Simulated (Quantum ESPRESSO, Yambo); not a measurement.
# Quasiparticle gap of TiO2 (Anatase) in Yambo, part 2 of 3

Wanted: ground state, empty states, screening and self-energy for TiO2 (Anatase).

Quantum ESPRESSO 7.5 and Yambo 5.3.0; PBE and many-body steps on it, plane waves. Known limits of the many-body steps: not at the basis limit.

So far. Step 2 (Ground state): The gap is indirect, with the least direct gap 0.31 eV higher.

## (3) Bands along the symmetry lines

Level of this step: DFT, PBE, plane waves, norm-conserving pseudopotentials (Quantum ESPRESSO).

The cheap functional maps the bands first; the places of the edges decide which points the dearer methods must see.

Input file pw.in:

```
&control
  calculation = 'bands'
  prefix = 'x'
  outdir = 'o'
  pseudo_dir = 'pseudo'
/
&system
  ibrav = 0
  nat = 6
  ntyp = 2
  ecutwfc = 76.0
  nbnd = 30
  force_symmorphic = .true.
/
&electrons
  conv_thr = 1e-9
  electron_maxstep = 80
  diago_full_acc = .true.
  diago_thr_init = 5e-6
/
ATOMIC_SPECIES
  Ti 47.867 Ti.upf
  O 15.999 O.upf
CELL_PARAMETERS angstrom
  -1.8921000000 1.8921000000 4.7573000000
  1.8921000000 -1.8921000000 4.7573000000
  1.8921000000 1.8921000000 -4.7573000000
ATOMIC_POSITIONS crystal
  Ti 0.0000000000 0.0000000000 0.0000000000
  Ti 0.7500000000 0.2500000000 0.5000000000
  O 0.2081000000 0.2081000000 0.0000000000
  O 0.9581000000 0.4581000000 0.5000000000
  O 0.5419000000 0.0419000000 0.5000000000
  O 0.7919000000 0.7919000000 0.0000000000
K_POINTS crystal
  76
  0.00000000 0.00000000 0.00000000 1
  0.00000000 0.00000000 0.06250000 1
  0.00000000 0.00000000 0.12500000 1
  0.00000000 0.00000000 0.18750000 1
  0.00000000 0.00000000 0.25000000 1
  0.00000000 0.00000000 0.31250000 1
  0.00000000 0.00000000 0.37500000 1
  0.00000000 0.00000000 0.43750000 1
  0.00000000 0.00000000 0.50000000 1
  0.03125000 0.03125000 0.46875000 1
  0.06250000 0.06250000 0.43750000 1
  0.09375000 0.09375000 0.40625000 1
  0.12500000 0.12500000 0.37500000 1
  0.15625000 0.15625000 0.34375000 1
  0.18750000 0.18750000 0.31250000 1
  0.21875000 0.21875000 0.28125000 1
  0.25000000 0.25000000 0.25000000 1
  0.21875000 0.28125000 0.21875000 1
  0.18750000 0.31250000 0.18750000 1
  0.15625000 0.34375000 0.15625000 1
  0.12500000 0.37500000 0.12500000 1
  0.09375000 0.40625000 0.09375000 1
  0.06250000 0.43750000 0.06250000 1
  0.03125000 0.46875000 0.03125000 1
  0.00000000 0.50000000 0.00000000 1
  0.00000000 0.43750000 0.00000000 1
  0.00000000 0.37500000 0.00000000 1
  0.00000000 0.31250000 0.00000000 1
  0.00000000 0.25000000 0.00000000 1
  0.00000000 0.18750000 0.00000000 1
  0.00000000 0.12500000 0.00000000 1
  0.00000000 0.06250000 0.00000000 1
  0.00000000 0.00000000 0.00000000 1
  0.06250000 0.06250000 -0.06250000 1
  0.12500000 0.12500000 -0.12500000 1
  0.18750000 0.18750000 -0.18750000 1
  0.25000000 0.25000000 -0.25000000 1
  0.31250000 0.31250000 -0.31250000 1
  0.37500000 0.37500000 -0.37500000 1
  0.43750000 0.43750000 -0.43750000 1
  0.50000000 0.50000000 -0.50000000 1
  0.47369330 0.52630670 -0.47369330 1
  0.44738660 0.55261340 -0.44738660 1
  0.42107990 0.57892010 -0.42107990 1
  0.39477321 0.60522679 -0.39477321 1
  0.36846651 0.63153349 -0.36846651 1
  0.34215981 0.65784019 -0.34215981 1
  0.31585311 0.68414689 -0.31585311 1
  0.28954641 0.71045359 -0.28954641 1
  -0.28954641 0.28954641 0.28954641 1
  -0.25335311 0.25335311 0.25335311 1
  -0.21715981 0.21715981 0.21715981 1
  -0.18096651 0.18096651 0.18096651 1
  -0.14477320 0.14477320 0.14477320 1
  -0.10857990 0.10857990 0.10857990 1
  -0.07238660 0.07238660 0.07238660 1
  -0.03619330 0.03619330 0.03619330 1
  0.00000000 0.00000000 0.00000000 1
  0.00000000 0.00000000 0.50000000 1
  -0.00988660 0.00988660 0.50000000 1
  -0.01977321 0.01977321 0.50000000 1
  -0.02965981 0.02965981 0.50000000 1
  -0.03954642 0.03954642 0.50000000 1
  -0.04943302 0.04943302 0.50000000 1
  -0.05931962 0.05931962 0.50000000 1
  -0.06920623 0.06920623 0.50000000 1
  -0.07909283 0.07909283 0.50000000 1
  0.50000000 0.50000000 -0.07909283 1
  0.50000000 0.50000000 -0.13170623 1
  0.50000000 0.50000000 -0.18431962 1
  0.50000000 0.50000000 -0.23693302 1
  0.50000000 0.50000000 -0.28954642 1
  0.50000000 0.50000000 -0.34215981 1
  0.50000000 0.50000000 -0.39477321 1
  0.50000000 0.50000000 -0.44738660 1
  0.50000000 0.50000000 -0.50000000 1
```

Launch:

```console
$ OMP_NUM_THREADS=1 mpirun -n 8 pw.x -nk 8 -in pw.in > pw.out
```

Output:

```text
[banner, memory and clock lines left out]
Program PWSCF v.7.5 starts

     Atomic positions and unit cell read from directory:
     o/x.save/

     Message from routine setup:
     using ibrav=0 with symmetry is DISCOURAGED, use correct ibrav instead

     G-vector sticks info

     bravais-lattice index     =            0
     lattice parameter (alat)  =      10.3145  a.u.
     unit-cell volume          =     459.7326 (a.u.)^3
     number of atoms/cell      =            6
     number of atomic types    =            2
     number of electrons       =        48.00
     number of Kohn-Sham states=           30
     kinetic-energy cutoff     =      76.0000  Ry
     charge density cutoff     =     304.0000  Ry
     Exchange-correlation= PBE
                           (   1   4   3   4   0   0   0)

     celldm(1)=  10.314510  celldm(2)=   0.000000  celldm(3)=   0.000000
     celldm(4)=   0.000000  celldm(5)=   0.000000  celldm(6)=   0.000000

     crystal axes: (cart. coord. in units of alat)
               a(1) = (  -0.346653   0.346653   0.871587 )
               a(2) = (   0.346653  -0.346653   0.871587 )
               a(3) = (   0.346653   0.346653  -0.871587 )

     reciprocal axes: (cart. coord. in units 2 pi/alat)
               b(1) = (  0.000000  1.442367  0.573666 )
               b(2) = (  1.442367  0.000000  0.573666 )
               b(3) = (  1.442367  1.442367  0.000000 )
     Pseudo is Norm-conserving + core correction, Zval = 12.0
     Generated using ONCVPSP code by D. R. Hamann
     Using radial grid of 1586 points,  6 beta functions with:
     Pseudo is Norm-conserving + core correction, Zval =  6.0
     Generated using ONCVPSP code by D. R. Hamann
     Using radial grid of  936 points,  5 beta functions with:
     Ti               12.00    47.86700     Ti( 1.00)
     O                 6.00    15.99900     O ( 1.00)

      8 Sym. Ops. (no inversion) found

   Cartesian axes

     site n.     atom                  positions (alat units)
         1        Ti     tau(   1) = (   0.0000000   0.0000000   0.0000000  )
         2        Ti     tau(   2) = (   0.0000000   0.3466525   0.4357936  )
         3        O      tau(   3) = (  -0.0000000   0.0000000   0.3627546  )
         4        O      tau(   4) = (   0.0000000   0.3466525   0.7985481  )
         5        O      tau(   5) = (  -0.0000000   0.3466525   0.0730390  )
         6        O      tau(   6) = (   0.0000000  -0.0000000   1.3804197  )

     number of k points=    76
                       cart. coord. in units 2pi/alat
        k(    1) = (   0.0000000   0.0000000   0.0000000), wk =   0.0263158
        k(    2) = (   0.0901479   0.0901479   0.0000000), wk =   0.0263158
        k(    3) = (   0.1802958   0.1802958   0.0000000), wk =   0.0263158
[...]
[... 64 further rows ...]
        k(   75) = (   0.0758878   0.0758878   0.5736661), wk =   0.0263158
        k(   76) = (   0.0000000   0.0000000   0.5736661), wk =   0.0263158

     Dense  grid:    41149 G-vectors     FFT dimensions: (  60,  60,  60)

     The potential is recalculated from file :
     o/x.save/charge-density

     Starting wfcs are   36 randomized atomic wfcs

     Band Structure Calculation

     End of band structure calculation

          k = 0.0000 0.0000 0.0000 (  5117 PWs)   bands (ev):

   -49.0007 -48.9397 -25.4932 -25.2534 -25.2534 -25.1810 -25.1810 -25.0962
   -10.2630  -9.2466  -9.1005  -8.7619   3.3975   3.5164   3.5164   3.9209
     5.2684   5.2684   5.3152   6.5646   6.5681   6.5681   6.8689   6.8689
     9.4863  10.2324  11.3622  11.3623  11.3918  11.3919

          k = 0.0901 0.0901 0.0000 (  5120 PWs)   bands (ev):

[...]
9.6711  10.2622  11.1637  11.2868  11.2978  11.3682

          k = 0.1803 0.1803 0.0000 (  5138 PWs)   bands (ev):

[...]
10.0980  10.3136  10.8136  11.1474  11.1552  11.3660

[...]
k =-0.0000 0.0000 0.3585 (  5133 PWs)   bands (ev):

[...]
k =-0.0000 0.0000 0.5020 (  5121 PWs)   bands (ev):

[...]
k = 0.3794-0.0000 0.5737 (  5142 PWs)   bands (ev):

[...]
k = 0.8353 0.0000-0.0000 (  5132 PWs)   bands (ev):

[...]
k = 0.7309 0.0000-0.0000 (  5146 PWs)   bands (ev):

[...]
k = 0.6264-0.0000-0.0000 (  5156 PWs)   bands (ev):

[...]
k = 0.3132 0.0000-0.0000 (  5130 PWs)   bands (ev):

[...]
k = 0.8210 0.6214-0.0000 (  5140 PWs)   bands (ev):

[...]
k = 0.8353 0.6071-0.0000 (  5144 PWs)   bands (ev):

[...]
k = 0.0759 0.0759 0.5737 (  5118 PWs)   bands (ev):

[...]
9.9242   9.9242  11.1090  11.1090  11.4837  11.4838

          k = 0.0000 0.0000 0.5737 (  5116 PWs)   bands (ev):

[...]
-9.6754  -9.6754  -9.0353  -9.0353   3.6045   3.6045   3.6546   3.6546
     5.2970   5.2970   5.9883   5.9884   6.0725   6.0725   7.2092   7.2092
     9.8463   9.8463  11.1552  11.1552  11.6165  11.6165

     XML data file, pseudopotentials, collected wavefunctions
```

Wall time 15 s (8 MPI ranks of Arm Neoverse V2, shared host); peak memory 0.61 GiB; 1.7 min of CPU time.

Numbers from this step:

| Item | Value |
| --- | --- |
| gap | 2.141 eV |
| k of the valence top | 0, 0, 0.4375 |
| k of the conduction bottom | 0, 0, 0 |
| least direct gap | 2.492 eV |

The gap is 2.141 eV, −0.045 eV from the run before at this level.

Electronic bands along the path, in eV, zero at the top of the highest filled band:

```tsv
point	band 21	band 22	band 23	band 24	band 25	band 26	band 27	band 28
Γ	-0.78	-0.78	-0.48	-0.48	2.14	2.89	4.02	4.02
halfway	-1.84	-0.96	-0.61	-0.25	3.01	3.16	3.54	3.77
X	-2.07	-2.07	-0.05	-0.05	3.38	3.38	3.85	3.85
halfway	-1.81	-1.81	-0.14	-0.14	3.45	3.45	3.78	3.78
P	-1.60	-1.60	-0.24	-0.24	3.61	3.61	3.64	3.64
halfway	-1.90	-0.97	-0.60	-0.35	3.18	3.32	3.71	3.73
N	-1.96	-0.95	-0.86	-0.65	3.27	3.58	3.60	3.70
halfway	-1.35	-0.80	-0.80	-0.53	3.00	3.26	3.36	3.64
Γ	-0.78	-0.78	-0.48	-0.48	2.14	2.89	4.02	4.02
halfway	-1.08	-1.08	-0.25	-0.25	2.24	2.77	3.86	3.86
M	-1.27	-1.27	-0.14	-0.14	2.50	2.50	3.81	3.81
halfway	-1.31	-0.72	-0.61	-0.57	2.76	3.23	3.44	3.58
S	-1.20	-0.94	-0.91	-0.84	3.24	3.52	3.60	3.66
jump to S0	-1.20	-0.94	-0.91	-0.84	3.24	3.52	3.60	3.66
halfway	-1.49	-0.92	-0.84	-0.58	3.15	3.34	3.37	3.66
Γ	-0.78	-0.78	-0.48	-0.48	2.14	2.89	4.02	4.02
jump to X	-2.07	-2.07	-0.05	-0.05	3.38	3.38	3.85	3.85
halfway	-2.02	-2.02	-0.06	-0.06	3.37	3.37	3.83	3.83
R	-1.91	-1.91	-0.09	-0.09	3.35	3.35	3.79	3.79
jump to G	-1.91	-1.91	-0.09	-0.09	3.35	3.35	3.79	3.79
halfway	-1.09	-1.09	-0.53	-0.53	3.08	3.08	3.58	3.58
M	-1.27	-1.27	-0.14	-0.14	2.50	2.50	3.81	3.81
```

## (4) Empty states on the mesh, 4×4×4 mesh, 95 bands

The sums over transitions need many empty states on a uniform mesh; this step solves for them.

Input file pw.in:

```
&control
  calculation = 'nscf'
  prefix = 'x'
  outdir = 'o'
  pseudo_dir = 'pseudo'
/
&system
  ibrav = 0
  nat = 6
  ntyp = 2
  ecutwfc = 76.0
  nbnd = 95
  force_symmorphic = .true.
/
&electrons
  conv_thr = 1e-9
  electron_maxstep = 80
  diago_full_acc = .true.
  diago_thr_init = 5e-6
/
ATOMIC_SPECIES
  Ti 47.867 Ti.upf
  O 15.999 O.upf
CELL_PARAMETERS angstrom
  -1.8921000000 1.8921000000 4.7573000000
  1.8921000000 -1.8921000000 4.7573000000
  1.8921000000 1.8921000000 -4.7573000000
ATOMIC_POSITIONS crystal
  Ti 0.0000000000 0.0000000000 0.0000000000
  Ti 0.7500000000 0.2500000000 0.5000000000
  O 0.2081000000 0.2081000000 0.0000000000
  O 0.9581000000 0.4581000000 0.5000000000
  O 0.5419000000 0.0419000000 0.5000000000
  O 0.7919000000 0.7919000000 0.0000000000
K_POINTS automatic
  4 4 4 0 0 0
```

Launch:

```console
$ OMP_NUM_THREADS=1 mpirun -n 8 pw.x -nk 4 -in pw.in > pw.out
```

Output:

```text
[banner, memory and clock lines left out]
Program PWSCF v.7.5 starts

     Atomic positions and unit cell read from directory:
     o/x.save/

     Message from routine setup:
     using ibrav=0 with symmetry is DISCOURAGED, use correct ibrav instead

     bravais-lattice index     =            0
     lattice parameter (alat)  =      10.3145  a.u.
     unit-cell volume          =     459.7326 (a.u.)^3
     number of atoms/cell      =            6
     number of atomic types    =            2
     number of electrons       =        48.00
     number of Kohn-Sham states=           95
     kinetic-energy cutoff     =      76.0000  Ry
     charge density cutoff     =     304.0000  Ry
     Exchange-correlation= PBE
                           (   1   4   3   4   0   0   0)

     celldm(1)=  10.314510  celldm(2)=   0.000000  celldm(3)=   0.000000
     celldm(4)=   0.000000  celldm(5)=   0.000000  celldm(6)=   0.000000

     crystal axes: (cart. coord. in units of alat)
               a(1) = (  -0.346653   0.346653   0.871587 )
               a(2) = (   0.346653  -0.346653   0.871587 )
               a(3) = (   0.346653   0.346653  -0.871587 )

     reciprocal axes: (cart. coord. in units 2 pi/alat)
               b(1) = (  0.000000  1.442367  0.573666 )
               b(2) = (  1.442367  0.000000  0.573666 )
               b(3) = (  1.442367  1.442367  0.000000 )
     Pseudo is Norm-conserving + core correction, Zval = 12.0
     Generated using ONCVPSP code by D. R. Hamann
     Using radial grid of 1586 points,  6 beta functions with:
     Pseudo is Norm-conserving + core correction, Zval =  6.0
     Generated using ONCVPSP code by D. R. Hamann
     Using radial grid of  936 points,  5 beta functions with:
     Ti               12.00    47.86700     Ti( 1.00)
     O                 6.00    15.99900     O ( 1.00)

      8 Sym. Ops. (no inversion) found

   Cartesian axes

     site n.     atom                  positions (alat units)
         1        Ti     tau(   1) = (   0.0000000   0.0000000   0.0000000  )
         2        Ti     tau(   2) = (   0.0000000   0.3466525   0.4357936  )
         3        O      tau(   3) = (  -0.0000000   0.0000000   0.3627546  )
         4        O      tau(   4) = (   0.0000000   0.3466525   0.7985481  )
         5        O      tau(   5) = (  -0.0000000   0.3466525   0.0730390  )
         6        O      tau(   6) = (   0.0000000  -0.0000000   1.3804197  )

     number of k points=    13
                       cart. coord. in units 2pi/alat
        k(    1) = (   0.0000000   0.0000000   0.0000000), wk =   0.0312500
        k(    2) = (   0.3605917   0.3605917   0.0000000), wk =   0.1250000
        k(    3) = (  -0.7211833  -0.7211833   0.0000000), wk =   0.0625000
[...]
k(   12) = (  -1.0817750  -0.3605917   0.0000000), wk =   0.1250000
        k(   13) = (  -1.4423666  -1.4423666  -0.5736661), wk =   0.0312500

     Dense  grid:    41149 G-vectors     FFT dimensions: (  60,  60,  60)

     The potential is recalculated from file :
     o/x.save/charge-density

     Starting wfcs are   36 randomized atomic wfcs +   59 random wfcs

     Band Structure Calculation

     End of band structure calculation

          k = 0.0000 0.0000 0.0000 (  5117 PWs)   bands (ev):

   -49.0008 -48.9397 -25.4932 -25.2534 -25.2534 -25.1810 -25.1810 -25.0962
   -10.2630  -9.2466  -9.1005  -8.7619   3.3974   3.5164   3.5164   3.9209
     5.2684   5.2684   5.3151   6.5646   6.5681   6.5681   6.8689   6.8689
[...]
54.9428  56.2791  56.4965  56.4965  56.5197  57.2344  58.5248

          k = 0.3606 0.3606 0.0000 (  5174 PWs)   bands (ev):

[...]
56.2037  56.4012  56.4642  56.6222  57.0315  57.2457  58.4124

          k =-0.7212-0.7212 0.0000 (  5150 PWs)   bands (ev):

[...]
46.8734  46.8734  47.5100  47.5100  48.5639  48.5639  49.7923  49.7923
    50.5106  50.5106  52.8857  52.8857  53.4973  53.4973  55.2230  55.2230
    55.7244  55.7244  57.0319  57.0319  58.2721  58.2721  59.1140

          k = 0.3606 0.0000 0.1434 (  5139 PWs)   bands (ev):

     [... further k-points ...]

     highest occupied, lowest unoccupied level (ev):     7.2976    9.4863

     XML data file, pseudopotentials, collected wavefunctions
```

It took 13 s on 8 MPI ranks; peak memory 0.59 GiB.

Numbers from this step:

```yaml
gap: 2.189 eV
k_of_the_valence_top: 0, 0, -0.5
k_of_the_conduction_bottom: 0, 0, 0
least_direct_gap: 2.492 eV
k_points_computed: 13
lowest_point_of_the_top_converged_band_above_the_valence_top: 50.7162 eV
```

On this mesh the gap is 2.189 eV.

## (5) Conversion and set-up

This step: Yambo 5.3.0; conversion and set-up on PBE, plane waves, norm-conserving pseudopotentials.

The states are converted to the many-body program's format and the q mesh is built.

Launch:

```console
$ (cd o/x.save; p2y > p2y.log; mv SAVE ../..); yambo > setup.log
```

Output:

```text
 Yambo, version 5.3.0

 [02] CORE Variables Setup
 =========================

  [02.01] Unit cells
  ==================

  Cell kind             :  Unknown
  Atoms in the cell     :  Ti  O
  number of Ti atoms    :  2
  number of O  atoms    :   4

  List of atomic masses
  Mass of Ti    :  47.86700
  Mass of O     :  15.99900

  List of atomic coordinates    : [cc]
  Ti1       :  0.000000  0.000000  0.000000  order 1
  Ti2       :  0.000000  3.575551  4.494997  order 2
  O1       : -0.69697E-16  0.69697E-16   3.7416      order 3
  O2       :  0.28629E-15   3.5756       8.2366      order 4
  O3       : -0.28629E-15   3.5756      0.75336      order 5
  O4       :  0.14356E-16 -0.14356E-16   14.238      order 6

  Alat factors          :  8.989994  8.989994  8.989994 [a.u.]
  Direct lattice volume :  459.7326 [a.u.]
  Direct lattice vectors:  A[ 1 ]  A[ 2 ]  A[ 3 ]
   A[ 1 ]: -0.397726  0.397726  1.000000  [iru]
  -3.575551  3.575551  8.989994  [cc]
   A[ 2 ]:  0.397726 -0.397726  1.000000  [iru]
   3.575551 -3.575551  8.989994  [cc]
   A[ 3 ]:  0.397726  0.397726 -1.000000  [iru]
   3.575551  3.575551 -8.989994  [cc]

  Recip. lattice volume :  0.539553 [a.u.]
  Recip. lattice vectors:  B[ 1 ]  B[ 2 ]  B[ 3 ]
   B[ 1 ]: -0.94474E-17   1.2571      0.50000      [iku]
  -0.66029E-17  0.87863      0.34945      [cc]
   B[ 2 ]:   1.2571     -0.94474E-17  0.50000      [iku]
   0.87863     -0.66029E-17  0.34945      [cc]
   B[ 3 ]:   1.2571       1.2571      0.52345E-17  [iku]
   0.87863      0.87863      0.36585E-17  [cc]

  [02.02] Symmetries
  ==================

  Inversion symmetry    : yes
  Spatial inversion     : no
  Inversion index       :   9
  K-space Time-reversal : yes
  Magnetic symmetries   : no
  Time-reversal derived K-space symmetries:   9  16
  Group table correct   : yes
  Symmetries units      :  [cc]

   [S  1]:   1.0000      0.13186E-16  0.59966E-16  0.13186E-16   1.0000      0.59966E-16  0.63239E-17 -0.21601E-17   1.0000
   [S  2]:  -1.0000     -0.13186E-16  0.59966E-16 -0.13186E-16  -1.0000      0.59966E-16 -0.63239E-17  0.21601E-17   1.0000
   [S  3]:  0.13186E-16   1.0000     -0.59966E-16   1.0000      0.13186E-16 -0.59966E-16 -0.21601E-17  0.63239E-17  -1.0000
[...]
[S  7]: -0.13186E-16   1.0000     -0.59966E-16  -1.0000      0.13186E-16 -0.59966E-16  0.21601E-17  0.63239E-17  -1.0000
   [S  8]:  0.13186E-16  -1.0000     -0.59966E-16   1.0000     -0.13186E-16 -0.59966E-16 -0.21601E-17 -0.63239E-17  -1.0000
   [S* 9]:  -1.0000     -0.13186E-16 -0.59966E-16 -0.13186E-16  -1.0000     -0.59966E-16 -0.63239E-17  0.21601E-17  -1.0000
   [S*10]:   1.0000      0.13186E-16 -0.59966E-16  0.13186E-16   1.0000     -0.59966E-16  0.63239E-17 -0.21601E-17  -1.0000
     [... 4 further rows ...]
   [S*15]:  0.13186E-16  -1.0000      0.59966E-16   1.0000     -0.13186E-16  0.59966E-16 -0.21601E-17 -0.63239E-17   1.0000
[...]
K [ 9]         [rlu]:  0.250000  0.250000 -0.250000
[...]
K [10]         [rlu]:  0.250000 -0.500000 -0.500000
[...]
K [11]         [rlu]:  0.250000 -0.250000  0.250000
[...]
K [12]         [rlu]:  0.250000 -0.250000 -0.500000
         WF components:   5132
  K [13]         [rlu]: -0.500000 -0.500000 -0.500000
         WF components:   5116

  [02.05] Energies & Occupations
  ==============================

  [X] === General ===
  [X] Electronic Temperature                        :  0.000000  0.000000 [eV K]
  [X] Bosonic    Temperature                        :  0.000000  0.000000 [eV K]
  [X] Finite Temperature mode                       : no
  [X] El. density                                   :  0.70458E+24 [cm-3]
  [X] Fermi Level                                   :  7.297607 [eV]

  [X] === Gaps and Widths ===
  [X] Conduction Band Min                           :  2.188735 [eV]
  [X] Valence Band Max                              :  0.000000 [eV]
  [X] Filled Bands                                  :  24
  [X] Empty Bands                                   :   25   95
  [X] Direct Gap                                    :  2.491719 [eV]
  [X] Direct Gap localized at k                     :   9
  [X] Indirect Gap                                  :  2.188735 [eV]
  [X] Indirect Gap between kpts                     :  3  1
  [X] Last valence band width                       :  0.810353 [eV]
  [X] 1st conduction band width                     :  1.464956 [eV]

  E @ K [ 1]:  [eV]
  -56.29835 -56.23732 -32.79079 -32.55099 -32.55099 -32.47863 -32.47863 -32.39384
[...]
occ @ K [ 1]
[...]
E @ K [ 2]:  [eV]
[...]
occ @ K [ 2]
[...]
E @ K [ 3]:  [eV]
[...]
occ @ K [ 3]
[...]
E @ K [ 8]:  [eV]
[...]
occ @ K [ 8]
[...]
E @ K [ 9]:  [eV]
[...]
occ @ K [ 9]
[...]
E @ K [10]:  [eV]
[...]
occ @ K [10]
[...]
E @ K [11]:  [eV]
[...]
occ @ K [11]
[...]
E @ K [12]:  [eV]
[...]
occ @ K [12]
[...]
E @ K [13]:  [eV]
[...]
occ @ K [13]
[...]
0.000000  0.000000  0.000000  0.000000  0.000000  0.000000  0.000000  0.000000
   0.000000  0.000000  0.000000  0.000000  0.000000  0.000000  0.000000  0.000000

 [03] Transferred momenta grid and indexing
 ==========================================

 IBZ Q-points                                      :  13
 BZ  Q-points                                      :   64

 K/Q-points units:
 rlu = crystal or reduced units; cc = cartesian coordinates; iku = interal k-units

 Q [ 1]         [rlu]:  0.000000  0.000000  0.000000
 Q [ 2]         [rlu]:  0.55297E-17  0.72474E-16  0.25000
 Q [ 3]         [rlu]: -0.74239E-16 -0.81769E-16 -0.50000
[...]
Q [ 8]         [rlu]:  0.250000  0.250000  0.250000
 Q [ 9]         [rlu]:  0.250000  0.250000 -0.250000
 Q [10]         [rlu]:  0.250000  0.500000 -0.500000
 Q [11]         [rlu]:  0.250000 -0.250000  0.250000
 Q [12]         [rlu]:  0.250000  0.750000 -0.500000
 Q [13]         [rlu]:  0.500000  0.500000 -0.500000

  [03.01] X indexes
  =================

   [03.01.01] Sigma indexes
   ========================

 [06] Game Over & Game summary
```

Run time: 2.2 s. Hardware: 1 MPI rank; peak memory 0.24 GiB.

(Continued in part 3 of 3.)

[Paths, hosts, dates, memory and timing lines, banners, echoed tables and standing remarks are left out of the program output.]

[Logs are printed without paths, hosts, clocks, repeated set-up lines and the standing remarks that a program may print on its own settings, such as how far it seeks lower states.]

[Runs of the session that timed out or met a known fault of the program may be left out.]

[Hosts, paths, dates, database ids (printed as entryN), source tags and the programs' standing remarks are cut or masked in the printed files.]
